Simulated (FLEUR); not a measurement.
# How the basis cutoff moves the magnetism of FePt (Tetraferroplatinum), part 2 of 4

Aim: see how far the moments and order energies of FePt (Tetraferroplatinum) move with the basis cutoff, and what each rung costs.

FLEUR MaX-R8.1; PBE; all-electron FLAPW, Dirac cores, scalar-relativistic bands.

So far, largest spin moment in the muffin-tin sphere (μB): step 2 (rung 1 (Kmax 2.16 1/bohr), start ferro +) 2.56; step 3 (rung 1 (Kmax 2.16 1/bohr), start antiferro q=(0,1/2,0) +-) 2.52.

## (4) Rung 2 (Kmax 2.52 1/bohr), start ferro +

The k list default-1 (kpts.xml, not shown) is a Γ-centred 10×10×10 mesh.

The input, inp.xml:

```
<?xml version="1.0" encoding="UTF-8" standalone="no"?>
<fleurInput fleurInputVersion="0.39">
   <comment>
      FePt
   </comment>
   <calculationSetup>
      <cutoffs Kmax="2.52" Gmax="7.6" GmaxXC="7.6" numbands="0"/>
      <scfLoop itmax="120" minDistance="0.00002" maxIterBroyd="15" imix="Anderson" alpha="0.05" precondParam="0.0" spinf="2.0" sdNocoIR="T"/>
      <coreElectrons ctail="T" frcor="F" kcrel="0" coretail_lmax="0"/>
      <xcFunctional name="pbe" relativisticCorrections="F"/>
      <magnetism jspins="2"/>
      <soc l_soc="F" theta="0.0" phi="0.0" spav="F"/>
      <expertModes spex="0" secvar="F"/>
      <geometryOptimization l_f="F" forcealpha="1.0" forcemix="BFGS" epsdisp="0.00001" epsforce="0.00001"/>
      <ldaU l_linMix="F" mixParam="0.05" spinf="1.0"/>
   </calculationSetup>
   <cell>
      <bzIntegration valenceElectrons="32.0" mode="hist" fermiSmearingEnergy="0.00183747">
         <kPointListSelection listName="default-1"/>
         <xi:include xmlns:xi="http://www.w3.org/2001/XInclude" href="kpts.xml"> </xi:include>
      </bzIntegration>
      <xi:include xmlns:xi="http://www.w3.org/2001/XInclude" href="sym.xml"> </xi:include>
      <bulkLattice scale="1.0">
         <bravaisMatrix>
            <row-1>    5.1466691003480998     0.0000000000000000     0.0000000000000000</row-1>
            <row-2>    0.0000000000000000     5.1466691003480998     0.0000000000000000</row-2>
            <row-3>    0.0000000000000000     0.0000000000000000     7.0297811835120001</row-3>
         </bravaisMatrix>
      </bulkLattice>
   </cell>
   <atomSpecies>
      <species name="Iron (Fe) 2.800" element="Fe" atomicNumber="26">
         <mtSphere radius="2.47" gridPoints="817" logIncrement="0.015"/>
         <atomicCutoffs lmax="10" lnonsphr="8"/>
         <electronConfig flipSpins="F">
            <coreConfig>(1s1/2) (2s1/2) (2p1/2) (2p3/2)</coreConfig>
            <valenceConfig>(3s1/2) (3p1/2) (3p3/2) (4s1/2) (3d3/2) (3d5/2)</valenceConfig>
            <stateOccupation state="(3d3/2)" spinUp="1.4" spinDown="1.0"/>
            <stateOccupation state="(3d5/2)" spinUp="3.0" spinDown="0.6"/>
         </electronConfig>
         <energyParameters s="4" p="4" d="3" f="4"/>
         <lo type="SCLO" l="0" n="3" eDeriv="0"/>
         <lo type="SCLO" l="1" n="3" eDeriv="0"/>
      </species>
      <species name="Platinum (Pt)" element="Pt" atomicNumber="78">
         <mtSphere radius="2.47" gridPoints="817" logIncrement="0.016"/>
         <atomicCutoffs lmax="10" lnonsphr="8"/>
         <electronConfig flipSpins="F">
            <coreConfig>(1s1/2) (2s1/2) (2p1/2) (2p3/2) (3s1/2) (3p1/2) (3p3/2) (4s1/2) (3d3/2) (3d5/2) (4p1/2) (4p3/2) (5s1/2) (4d3/2) (4d5/2) (4f5/2) (4f7/2)</coreConfig>
            <valenceConfig>(5p1/2) (5p3/2) (6s1/2) (5d3/2) (5d5/2)</valenceConfig>
            <stateOccupation state="(6s1/2)" spinUp="0.500000" spinDown="0.500000"/>
            <stateOccupation state="(5d3/2)" spinUp="1.800000" spinDown="1.800000"/>
            <stateOccupation state="(5d5/2)" spinUp="2.700000" spinDown="2.700000"/>
         </electronConfig>
         <energyParameters s="6" p="6" d="5" f="5"/>
         <lo type="SCLO" l="1" n="5" eDeriv="0"/>
      </species>
   </atomSpecies>
   <atomGroups>
      <atomGroup species="Iron (Fe) 2.800">
         <relPos label="                   1">.0000000000 .0000000000 .0000000000</relPos>
         <force calculate="T" relaxXYZ="TTT"/>
      </atomGroup>
      <atomGroup species="Platinum (Pt)">
         <relPos label="                   2">1.000/2.000 1.000/2.000 1.000/2.000</relPos>
         <force calculate="T" relaxXYZ="TTT"/>
      </atomGroup>
   </atomGroups>
   <output dos="F" band="F" slice="F">
      <bandDOS minEnergy="-.5*Htr" maxEnergy="0.5*Htr" sigma="0.015" storeEVData="T"/>
      <plotting iplot="0" polar="F">
         <plot TwoD="T" vec1="  1.0  0.0  0.0" vec2="  0.0  1.0  0.0" vec3="  0.0  0.0  1.0" zero="  0.0  0.0  0.0" file="plot"/>
      </plotting>
      <moessbauerParams electricFieldGradient="F" isomerShift="F" coreHyperfine="F" valenceHyperfine="F"/>
   </output>
</fleurInput>
```

The input, crystal.txt:

```
FePt
&input film=F cartesian=F /
2.72350000000  0.00000000000  0.00000000000
0.00000000000  2.72350000000  0.00000000000
0.00000000000  0.00000000000  3.72000000000
1.8897261246
1.0 1.0 1.0

2
26 0.00000000000  0.00000000000  0.00000000000 : 2.800
78 0.50000000000  0.50000000000  0.50000000000

&kpt div1=10 div2=10 div3=10 gamma=T /
```

Launch:

```bash
$ OMP_NUM_THREADS=1 inpgen -f crystal.txt > inpgen.log  # inp.xml is then edited as shown
$ OMP_NUM_THREADS=1 mpirun -n 4 fleur_MPI > fleur.log
```

The program printed:

```text
[banner, memory and clock lines left out]
Welcome to FLEUR        (www.flapw.de)
      MaX-Release 8.1          (www.max-centre.eu)

 ========== k-point set info ==========
 Selected k-point list: default-1
 k-point list type: mesh
 0 x 0 x 0
 Number of k points: 128

 [... set-up left out ...]
 Iteration:     1   Distance:      45.23969698 me/bohr^3
 Iteration:     2   Distance:      25.56189383 me/bohr^3
 Iteration:     3   Distance:      21.25455652 me/bohr^3
 Iteration:     4   Distance:      10.41189882 me/bohr^3
 Iteration:     5   Distance:      10.00691544 me/bohr^3
[...]
<sumOfEigenvalues value="   -12072.7193151977">
               <coreElectrons value="-12051.9374450108"/>
               <valenceElectrons value="-20.7818701869"/>
            </sumOfEigenvalues>
         [... left out ...]
            <freeEnergy value="-19719.3226061763"/>
            <extrapolationTo0K value="-19719.3224084979"/>
         </totalEnergy>
         <densityConvergence units="me/bohr^3">
            <chargeDensity spin="1" distance="0.0000134571"/>
            <chargeDensity spin="2" distance="0.0000119407"/>
            <overallChargeDensity distance="0.0000192773"/>
            <spinDensity distance="0.0000166051"/>
         </densityConvergence>
      </iteration>
```

Wall time 15 s (4 MPI ranks of Arm Neoverse V2, shared host); peak memory 0.24 GiB.

This step gave:

```
free energy                                                       : -536590.1039 eV
program's band gap on this mesh (in a metal only a level spacing) : 0.01355 eV
magnetization                                                     : 3.365 μB
final state                                                       : ferromagnetic
largest moment                                                    : 2.999 μB
```

The largest moment moves by +0.44 μB from rung 1, at 0.93 times its CPU time.

## (5) Rung 2 (Kmax 2.52 1/bohr), start antiferro q=(0,1/2,0) +-

The k list default-1 (kpts.xml, not shown) is a Γ-centred 10×5×10 mesh.

inp.xml: that of step 4 with these lines changed.

```diff
@@ -17,3 +17,3 @@
    <cell>
-      <bzIntegration valenceElectrons="32.0" mode="hist" fermiSmearingEnergy="0.00183747">
+      <bzIntegration valenceElectrons="64.0" mode="hist" fermiSmearingEnergy="0.00183747">
          <kPointListSelection listName="default-1"/>
@@ -25,3 +25,3 @@
             <row-1>    5.1466691003480998     0.0000000000000000     0.0000000000000000</row-1>
-            <row-2>    0.0000000000000000     5.1466691003480998     0.0000000000000000</row-2>
+            <row-2>    0.0000000000000000    10.2933382006961995     0.0000000000000000</row-2>
             <row-3>    0.0000000000000000     0.0000000000000000     7.0297811835120001</row-3>
@@ -39,2 +39,15 @@
             <stateOccupation state="(3d5/2)" spinUp="3.0" spinDown="0.6"/>
+         </electronConfig>
+         <energyParameters s="4" p="4" d="3" f="4"/>
+         <lo type="SCLO" l="0" n="3" eDeriv="0"/>
+         <lo type="SCLO" l="1" n="3" eDeriv="0"/>
+      </species>
+      <species name="Iron (Fe) -2.800" element="Fe" atomicNumber="26">
+         <mtSphere radius="2.47" gridPoints="817" logIncrement="0.015"/>
+         <atomicCutoffs lmax="10" lnonsphr="8"/>
+         <electronConfig flipSpins="F">
+            <coreConfig>(1s1/2) (2s1/2) (2p1/2) (2p3/2)</coreConfig>
+            <valenceConfig>(3s1/2) (3p1/2) (3p3/2) (4s1/2) (3d3/2) (3d5/2)</valenceConfig>
+            <stateOccupation state="(3d3/2)" spinUp="1.0" spinDown="1.4"/>
+            <stateOccupation state="(3d5/2)" spinUp="0.6" spinDown="3.0"/>
          </electronConfig>
@@ -63,4 +76,9 @@
       </atomGroup>
+      <atomGroup species="Iron (Fe) -2.800">
+         <relPos label="                   2">.0000000000 1.000/2.000 .0000000000</relPos>
+         <force calculate="T" relaxXYZ="TTT"/>
+      </atomGroup>
       <atomGroup species="Platinum (Pt)">
-         <relPos label="                   2">1.000/2.000 1.000/2.000 1.000/2.000</relPos>
+         <relPos label="                   3">1.000/2.000 1.000/4.000 1.000/2.000</relPos>
+         <relPos label="                   4">1.000/2.000 -1.000/4.000 1.000/2.000</relPos>
          <force calculate="T" relaxXYZ="TTT"/>
```

The input, crystal.txt:

```
FePt
&input film=F cartesian=F /
2.72350000000  0.00000000000  0.00000000000
0.00000000000  5.44700000000  0.00000000000
0.00000000000  0.00000000000  3.72000000000
1.8897261246
1.0 1.0 1.0

4
26 0.00000000000  0.00000000000  0.00000000000 : 2.800
26 0.00000000000  0.50000000000  0.00000000000 : -2.800
78 0.50000000000  0.25000000000  0.50000000000
78 0.50000000000  0.75000000000  0.50000000000

&kpt div1=10 div2=5 div3=10 gamma=T /
```

The program printed:

```text
[banner, memory and clock lines left out]
Welcome to FLEUR        (www.flapw.de)
      MaX-Release 8.1          (www.max-centre.eu)

 ========== k-point set info ==========
 Selected k-point list: default-1
 k-point list type: mesh
 10 x 5 x 10
 Number of k points: 108

 [... set-up left out ...]
 Iteration:     1   Distance:      44.40938668 me/bohr^3
 Iteration:     2   Distance:      25.96488842 me/bohr^3
 Iteration:     3   Distance:      21.40117492 me/bohr^3
 Iteration:     4   Distance:       9.16468384 me/bohr^3
 Iteration:     5   Distance:       7.71764832 me/bohr^3
[...]
<sumOfEigenvalues value="   -24145.7451248716">
               <coreElectrons value="-24104.1295085339"/>
               <valenceElectrons value="-41.6156163377"/>
            </sumOfEigenvalues>
         [... left out ...]
            <freeEnergy value="-39438.6447886410"/>
            <extrapolationTo0K value="-39438.6441709839"/>
         </totalEnergy>
         <densityConvergence units="me/bohr^3">
            <chargeDensity spin="1" distance="0.0000088654"/>
            <chargeDensity spin="2" distance="0.0000135901"/>
            <overallChargeDensity distance="0.0000149982"/>
            <spinDensity distance="0.0000173674"/>
         </densityConvergence>
      </iteration>
```

The job ended after 55 s (4 MPI ranks; peak memory 0.38 GiB; 3.6 min of CPU time).

Numbers from this step:

```yaml
free_energy: -1073180.1964 eV
program_s_band_gap_on_this_mesh_in_a_metal_only_a_level_spacing: 1.44e-5 eV
magnetization: 0 μB
final_state: antiferromagnetic
largest_moment: 2.967 μB
```

This start lies +5.8 meV a seeded atom from the first, a change of +26.1 meV since rung 1; its largest moment is 2.97 μB.

## (6) Rung 3 (Kmax 2.88 1/bohr), start ferro +

The k list default-1 (kpts.xml, not shown) is a Γ-centred 10×10×10 mesh.

inp.xml: that of step 5 with these lines changed.

```diff
@@ -6,3 +6,3 @@
    <calculationSetup>
-      <cutoffs Kmax="2.52" Gmax="7.6" GmaxXC="7.6" numbands="0"/>
+      <cutoffs Kmax="2.88" Gmax="8.6" GmaxXC="8.6" numbands="0"/>
       <scfLoop itmax="120" minDistance="0.00002" maxIterBroyd="15" imix="Anderson" alpha="0.05" precondParam="0.0" spinf="2.0" sdNocoIR="T"/>
@@ -17,3 +17,3 @@
    <cell>
-      <bzIntegration valenceElectrons="64.0" mode="hist" fermiSmearingEnergy="0.00183747">
+      <bzIntegration valenceElectrons="32.0" mode="hist" fermiSmearingEnergy="0.00183747">
          <kPointListSelection listName="default-1"/>
@@ -25,3 +25,3 @@
             <row-1>    5.1466691003480998     0.0000000000000000     0.0000000000000000</row-1>
-            <row-2>    0.0000000000000000    10.2933382006961995     0.0000000000000000</row-2>
+            <row-2>    0.0000000000000000     5.1466691003480998     0.0000000000000000</row-2>
             <row-3>    0.0000000000000000     0.0000000000000000     7.0297811835120001</row-3>
@@ -39,15 +39,2 @@
             <stateOccupation state="(3d5/2)" spinUp="3.0" spinDown="0.6"/>
-         </electronConfig>
-         <energyParameters s="4" p="4" d="3" f="4"/>
-         <lo type="SCLO" l="0" n="3" eDeriv="0"/>
-         <lo type="SCLO" l="1" n="3" eDeriv="0"/>
-      </species>
-      <species name="Iron (Fe) -2.800" element="Fe" atomicNumber="26">
-         <mtSphere radius="2.47" gridPoints="817" logIncrement="0.015"/>
-         <atomicCutoffs lmax="10" lnonsphr="8"/>
-         <electronConfig flipSpins="F">
-            <coreConfig>(1s1/2) (2s1/2) (2p1/2) (2p3/2)</coreConfig>
-            <valenceConfig>(3s1/2) (3p1/2) (3p3/2) (4s1/2) (3d3/2) (3d5/2)</valenceConfig>
-            <stateOccupation state="(3d3/2)" spinUp="1.0" spinDown="1.4"/>
-            <stateOccupation state="(3d5/2)" spinUp="0.6" spinDown="3.0"/>
          </electronConfig>
@@ -76,9 +63,4 @@
       </atomGroup>
-      <atomGroup species="Iron (Fe) -2.800">
-         <relPos label="                   2">.0000000000 1.000/2.000 .0000000000</relPos>
-         <force calculate="T" relaxXYZ="TTT"/>
-      </atomGroup>
       <atomGroup species="Platinum (Pt)">
-         <relPos label="                   3">1.000/2.000 1.000/4.000 1.000/2.000</relPos>
-         <relPos label="                   4">1.000/2.000 -1.000/4.000 1.000/2.000</relPos>
+         <relPos label="                   2">1.000/2.000 1.000/2.000 1.000/2.000</relPos>
          <force calculate="T" relaxXYZ="TTT"/>
```

The input, crystal.txt:

```
FePt
&input film=F cartesian=F /
2.72350000000  0.00000000000  0.00000000000
0.00000000000  2.72350000000  0.00000000000
0.00000000000  0.00000000000  3.72000000000
1.8897261246
1.0 1.0 1.0

2
26 0.00000000000  0.00000000000  0.00000000000 : 2.800
78 0.50000000000  0.50000000000  0.50000000000

&kpt div1=10 div2=10 div3=10 gamma=T /
```

The program printed:

```text
[banner, memory and clock lines left out]
Welcome to FLEUR        (www.flapw.de)
      MaX-Release 8.1          (www.max-centre.eu)

 ========== k-point set info ==========
 Selected k-point list: default-1
 k-point list type: mesh
 0 x 0 x 0
 Number of k points: 128

 [... set-up left out ...]
 Iteration:     1   Distance:      40.97964952 me/bohr^3
 Iteration:     2   Distance:      18.26882023 me/bohr^3
 Iteration:     3   Distance:      15.14117039 me/bohr^3
 Iteration:     4   Distance:       9.82977402 me/bohr^3
 Iteration:     5   Distance:       9.68581111 me/bohr^3
[...]
<sumOfEigenvalues value="   -12066.6949297801">
               <coreElectrons value="-12047.0564716883"/>
               <valenceElectrons value="-19.6384580918"/>
            </sumOfEigenvalues>
         [... left out ...]
            <freeEnergy value="-19719.5020031884"/>
            <extrapolationTo0K value="-19719.5018412703"/>
         </totalEnergy>
         <densityConvergence units="me/bohr^3">
            <chargeDensity spin="1" distance="0.0000095124"/>
            <chargeDensity spin="2" distance="0.0000081427"/>
            <overallChargeDensity distance="0.0000139089"/>
            <spinDensity distance="0.0000109600"/>
         </densityConvergence>
      </iteration>
```

Run time: 17 s. Hardware: 4 MPI ranks; peak memory 0.25 GiB; 69 s of CPU time.

Read from the output:

- free energy: -536594.9856 eV
- program's band gap on this mesh (in a metal only a level spacing): 0.003665 eV
- magnetization: 3.330 μB
- final state: ferromagnetic
- largest moment: 2.985 μB

The largest moment moves by -0.01 μB from rung 2, at 1.2 times its CPU time.

## (7) Rung 3 (Kmax 2.88 1/bohr), start antiferro q=(0,1/2,0) +-

The k list default-1 (kpts.xml, not shown) is a Γ-centred 10×5×10 mesh.

inp.xml: that of step 6 with these lines changed.

```diff
@@ -17,3 +17,3 @@
    <cell>
-      <bzIntegration valenceElectrons="32.0" mode="hist" fermiSmearingEnergy="0.00183747">
+      <bzIntegration valenceElectrons="64.0" mode="hist" fermiSmearingEnergy="0.00183747">
          <kPointListSelection listName="default-1"/>
@@ -25,3 +25,3 @@
             <row-1>    5.1466691003480998     0.0000000000000000     0.0000000000000000</row-1>
-            <row-2>    0.0000000000000000     5.1466691003480998     0.0000000000000000</row-2>
+            <row-2>    0.0000000000000000    10.2933382006961995     0.0000000000000000</row-2>
             <row-3>    0.0000000000000000     0.0000000000000000     7.0297811835120001</row-3>
@@ -39,2 +39,15 @@
             <stateOccupation state="(3d5/2)" spinUp="3.0" spinDown="0.6"/>
+         </electronConfig>
+         <energyParameters s="4" p="4" d="3" f="4"/>
+         <lo type="SCLO" l="0" n="3" eDeriv="0"/>
+         <lo type="SCLO" l="1" n="3" eDeriv="0"/>
+      </species>
+      <species name="Iron (Fe) -2.800" element="Fe" atomicNumber="26">
+         <mtSphere radius="2.47" gridPoints="817" logIncrement="0.015"/>
+         <atomicCutoffs lmax="10" lnonsphr="8"/>
+         <electronConfig flipSpins="F">
+            <coreConfig>(1s1/2) (2s1/2) (2p1/2) (2p3/2)</coreConfig>
+            <valenceConfig>(3s1/2) (3p1/2) (3p3/2) (4s1/2) (3d3/2) (3d5/2)</valenceConfig>
+            <stateOccupation state="(3d3/2)" spinUp="1.0" spinDown="1.4"/>
+            <stateOccupation state="(3d5/2)" spinUp="0.6" spinDown="3.0"/>
          </electronConfig>
@@ -63,4 +76,9 @@
       </atomGroup>
+      <atomGroup species="Iron (Fe) -2.800">
+         <relPos label="                   2">.0000000000 1.000/2.000 .0000000000</relPos>
+         <force calculate="T" relaxXYZ="TTT"/>
+      </atomGroup>
       <atomGroup species="Platinum (Pt)">
-         <relPos label="                   2">1.000/2.000 1.000/2.000 1.000/2.000</relPos>
+         <relPos label="                   3">1.000/2.000 1.000/4.000 1.000/2.000</relPos>
+         <relPos label="                   4">1.000/2.000 -1.000/4.000 1.000/2.000</relPos>
          <force calculate="T" relaxXYZ="TTT"/>
```

The input, crystal.txt:

```
FePt
&input film=F cartesian=F /
2.72350000000  0.00000000000  0.00000000000
0.00000000000  5.44700000000  0.00000000000
0.00000000000  0.00000000000  3.72000000000
1.8897261246
1.0 1.0 1.0

4
26 0.00000000000  0.00000000000  0.00000000000 : 2.800
26 0.00000000000  0.50000000000  0.00000000000 : -2.800
78 0.50000000000  0.25000000000  0.50000000000
78 0.50000000000  0.75000000000  0.50000000000

&kpt div1=10 div2=5 div3=10 gamma=T /
```

The program printed:

```text
[banner, memory and clock lines left out]
Welcome to FLEUR        (www.flapw.de)
      MaX-Release 8.1          (www.max-centre.eu)

 ========== k-point set info ==========
 Selected k-point list: default-1
 k-point list type: mesh
 10 x 5 x 10
 Number of k points: 108

 [... set-up left out ...]
 Iteration:     1   Distance:      39.90685452 me/bohr^3
 Iteration:     2   Distance:      19.00394494 me/bohr^3
 Iteration:     3   Distance:      15.41571768 me/bohr^3
 Iteration:     4   Distance:       8.53424616 me/bohr^3
 Iteration:     5   Distance:       6.79688877 me/bohr^3
[...]
<sumOfEigenvalues value="   -24133.7708362896">
               <coreElectrons value="-24094.4269011974"/>
               <valenceElectrons value="-39.3439350922"/>
            </sumOfEigenvalues>
         [... left out ...]
            <freeEnergy value="-39439.0018404635"/>
            <extrapolationTo0K value="-39439.0012759593"/>
         </totalEnergy>
         <densityConvergence units="me/bohr^3">
            <chargeDensity spin="1" distance="0.0000090156"/>
            <chargeDensity spin="2" distance="0.0000090141"/>
            <overallChargeDensity distance="0.0000162837"/>
            <spinDensity distance="0.0000077403"/>
         </densityConvergence>
      </iteration>
```

The job ended after 60 s (4 MPI ranks; peak memory 0.39 GiB; 4 min of CPU time).

Read from the output:

| Item | Value |
| --- | --- |
| free energy | -1073189.9122 eV |
| program's band gap on this mesh (in a metal only a level spacing) | 0.002470 eV |
| magnetization | 0 μB |
| final state | antiferromagnetic |
| largest moment | 2.947 μB |

This start lies +29.5 meV a seeded atom from the first, a change of +23.7 meV since rung 2; its largest moment is 2.95 μB.

[end of part 2 of 4]

[Logs and program files are shortened in this print: banners, set-up blocks, solver, clock and traceback lines can be left out without a mark of their own.]

[Logs are printed without paths, hosts, clocks, repeated set-up lines and the standing remarks that a program may print on its own settings, such as how far it seeks lower states.]

[Hosts, paths, dates, database ids (printed as entryN), source tags and the programs' standing remarks are cut or masked in the printed files.]

[Where a cell is said to come from a database of computed structures, the database is the Materials Project.]
